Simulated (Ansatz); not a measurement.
# Lattice dynamics of LuAlH6 (built on the sites of a database entry of LaAlH6), part 2 of 2

Aim: the vibrations of LuAlH6 (built on the sites of a database entry of LaAlH6), their spectra, and whether the structure is stable.

Ansatz 0.2.0; DFT LDA, scalar-relativistic, plane waves, PAW.

So far, highest frequency on the path or at a solved wavevector (cm⁻¹): step 8 (phonons on a q mesh) 1725. Also lowest frequency on the path (cm⁻¹): step 8 -295. The relaxed cell has a = 6.016, c = 5.792 Å (conventional setting).

The structure was built from a prototype and need not be the compound's stable phase.

### 9. The same by displaced supercells

Finite displacements in a 2×2×2 supercell give force constants from forces alone. They are exact at the wavevectors that the supercell holds, where they check the linear-response result.

The input, input.yaml:

```yaml
crystal:
  lattice:
    - [3.00800554, 1.7366744453, 1.9308137807]
    - [-3.00800554, 1.7366744453, 1.9308137807]
    - [0.0, -3.4733439794, 1.9308181981]
  atoms:
    - { symbol: Lu, position: [0.5, 0.5, 0.5] }
    - { symbol: Al, position: [0.0, 0.0, 0.0] }
    - { symbol: H, position: [0.9403584881, 0.3155379827, 0.3155379827] }
    - { symbol: H, position: [0.3155379827, 0.9403584881, 0.3155379827] }
    - { symbol: H, position: [0.3155379827, 0.3155379827, 0.9403584881] }
    - { symbol: H, position: [0.0596415119, 0.6844620173, 0.6844620173] }
    - { symbol: H, position: [0.6844620173, 0.0596415119, 0.6844620173] }
    - { symbol: H, position: [0.6844620173, 0.6844620173, 0.0596415119] }
kpoints:
  mp_grid: { grid: [10, 10, 10] }
hamiltonian:
  xc: lda
scf:
  occupations: { method: fixed }
output:
  eigenvalues: true
phonons:
  method: fd
  supercell: [2, 2, 2]
  temperatures: { t_max: 1000, t_step: 50 }
  qpath:
    path:
      - [[0.0, 0.0, 0.0], [0.5, 0.0, 0.0], [0.5, -0.5, 0.5], [0.37267946, -0.62732054, 0.37267946]]
      - [[0.37267946, 0.37267946, 0.37267946], [0.0, 0.0, 0.0], [0.5, -0.5, 0.0]]
    npoints: 10
  non_analytic_term:
    high_frequency_dielectric_tensor: [[8.5304, 0.0, 0.0], [0.0, 8.5304, 0.0], [0.0, 0.0, 8.2068]]
    born_effective_charges:
      - { species: Lu, tensor: [[4.353, 0.0, 0.0], [0.0, 4.353, 0.0], [0.0, 0.0, 3.8795]] }
      - { species: Al, tensor: [[2.2032, 0.0, 0.0], [0.0, 2.2032, 0.0], [0.0, 0.0, 2.7314]] }
      - { species: H, tensor: [[-1.3364, -0.4221, -0.1504], [-0.4221, -0.849, -0.0868], [-0.1853, -0.107, -1.1018]] }
      - { species: H, tensor: [[-1.3364, 0.4221, 0.1504], [0.4221, -0.849, -0.0868], [0.1853, -0.107, -1.1018]] }
      - { species: H, tensor: [[-0.6053, 0.0, 0.0], [0.0, -1.5801, 0.1737], [0.0, 0.214, -1.1018]] }
      - { species: H, tensor: [[-1.3364, -0.4221, -0.1504], [-0.4221, -0.849, -0.0868], [-0.1853, -0.107, -1.1018]] }
      - { species: H, tensor: [[-1.3364, 0.4221, 0.1504], [0.4221, -0.849, -0.0868], [0.1853, -0.107, -1.1018]] }
      - { species: H, tensor: [[-0.6053, 0.0, 0.0], [0.0, -1.5801, 0.1737], [0.0, 0.214, -1.1018]] }
    source: "zone-centre run at this cell"
```

Run with:

```bash
ansatz run input.yaml --threads 4 --pin off --max-ram 14336MiB --backend cpu --events-out ev --progress --plain --runs-dir out
```

The job ended after 5.8 min (4 threads of Intel Xeon 6975P-C (Granite Rapids), shared host; peak memory 5.3 GiB).

This step gave:

| Property | Result |
| --- | --- |
| gap on the k-mesh | 1.635 eV |
| atoms in the supercell | 64 |
| sum-rule residual before enforcement | 0.001163 eV/Å² |
| lowest frequency on the path | -295.3 cm⁻¹ |
| highest frequency on the path or at a solved wavevector | 1732 cm⁻¹ |
| lowest optical zone-centre mode | -295.3 cm⁻¹ |

Interpolated from a 2×2×2 supercell, rough between the solved points, with the LO-TO term (at Γ the limit along the path; where Γ stands inside the path, tables give the limit on arrival). The phonon branches at the labelled points (cm⁻¹):

```csv
point,branch 1,branch 2,branch 3,branch 4,branch 21,branch 22,branch 23,branch 24
Γ,-295,0,0,0,1596,1596,1598,1725
halfway,-57,61,85,100,1557,1605,1658,1715
L,65,78,134,210,1569,1612,1686,1696
halfway,83,91,125,217,1571,1594,1628,1732
T,107,107,126,238,1553,1553,1652,1715
halfway,106,106,116,233,1561,1561,1659,1710
P0,97,100,100,231,1573,1573,1676,1695
jump to P2,97,100,100,231,1573,1573,1676,1695
halfway,68,68,122,154,1593,1593,1630,1726
Γ,-295,0,0,0,1596,1596,1598,1725
halfway,66,70,94,166,1574,1624,1674,1703
F,77,87,91,183,1582,1583,1648,1715
```

The phonon density of states has structure finer than the step of the table below, so its rows give means over 50 cm⁻¹, whole bins alone (the curve runs from -290 to 1730 cm⁻¹). Peaks (cm⁻¹: height): 90.0: 0.0611, 230.0: 0.0297, 330.0: 0.0310, 890.0: 0.0496, 1030.0: 0.0287, 1490.0: 0.0295, 1570.0: 0.0395.

Tetrahedra on a 16×16×16 mesh, mean over bins of 20 cm-1. Interpolated from a 2×2×2 supercell, rough between the solved points. The phonon density of states by wavenumber; means over each step:

wavenumber (cm⁻¹), phonon density of states (1/cm⁻¹/cell) and a bar:
```
     -250     0.0002 
     -200     0.0003 
     -150     0.0003 
     -100     0.0002 
      -50     0.0003 
        0     0.0006 
       50     0.0171 ##############
      100     0.0381 ##############################
      150     0.0073 ######
      200     0.0206 ################
      250     0.0183 ##############
      300     0.0090 #######
      350     0.0148 ############
      400     0.0042 ###
      450     0.0047 ####
      500     0.0053 ####
      550     0.0123 ##########
      600     0.0180 ##############
      650     0.0140 ###########
      700     0.0164 #############
      750     0.0133 ##########
      800     0.0121 ##########
      850     0.0267 #####################
      900     0.0318 #########################
      950     0.0158 ############
     1000     0.0211 #################
     1050     0.0183 ##############
     1100     0.0168 #############
     1150     0.0021 ##
     1200     0.0000 
     1250     0.0000 
     1300     0.0000 
     1350     0.0000 
     1400     0.0019 ##
     1450     0.0219 #################
     1500     0.0157 ############
     1550     0.0149 ############
     1600     0.0258 ####################
     1650     0.0155 ############
     1700     0.0188 ###############
```

At Γ the two methods differ by at most 0.1 cm⁻¹.

### 10. What came out

```json
{
 "space group after relaxation (within 0.01 Å)": "R-3m",
 "volume per atom": "7.56 Å³",
 "gap on the k-mesh": "1.67 eV",
 "highest optical mode at the zone centre (no LO-TO term)": "1725 cm⁻¹",
 "top of the zone-centre spectrum with the field": "1725 cm⁻¹",
 "lowest optical zone-centre mode": "-295 cm⁻¹",
 "mean high-frequency dielectric constant": "8.42",
 "largest Born charge (third of the trace)": "4.20 e",
 "lowest mode on the q mesh (acoustic modes at Γ apart)": "-295 cm⁻¹",
 "highest frequency on the path or at a solved wavevector": "1725 cm⁻¹",
 "imaginary modes on the 3×3×3 q mesh": "yes"
}
```

What this shows: Modes are clearly imaginary (beyond 10i cm⁻¹) at 1 of the 6 irreducible wavevectors, most at Γ (295.4i cm⁻¹), so this structure is not a minimum of the energy. Without the field, the optical modes at Γ span -295 to 1725 cm⁻¹ (negative means imaginary). The highest mode in this list at Γ, 1725.4 cm⁻¹, is mostly motion of H (100 % of the kinetic energy). The macroscopic field leaves the top of the zone-centre spectrum where it is. Among the real modes, the strongest infrared line is at 592 cm⁻¹. Finite displacements and linear response differ by 0.1 cm⁻¹ in the highest zone-centre mode. With the field response the log warns that the k mesh is coarse for the force constants too, so the frequencies may not be converged. The program warns that the interpolation holds no quadrupole term, so branches close to Γ can be off in this crystal. Spin-orbit coupling is left out, which can matter for the heavy elements here. The starting cell was built on a prototype and not taken from a measurement, so the phase need not exist. These are harmonic frequencies at zero temperature: anharmonic shifts, linewidths and thermal expansion are left out.

[Logs are printed without paths, hosts, clocks, repeated set-up lines and the standing remarks that a program may print on its own settings, such as how far it seeks lower states.]

[Hosts, paths, dates, database ids (printed as entryN), source tags and the programs' standing remarks are cut or masked in the printed files.]
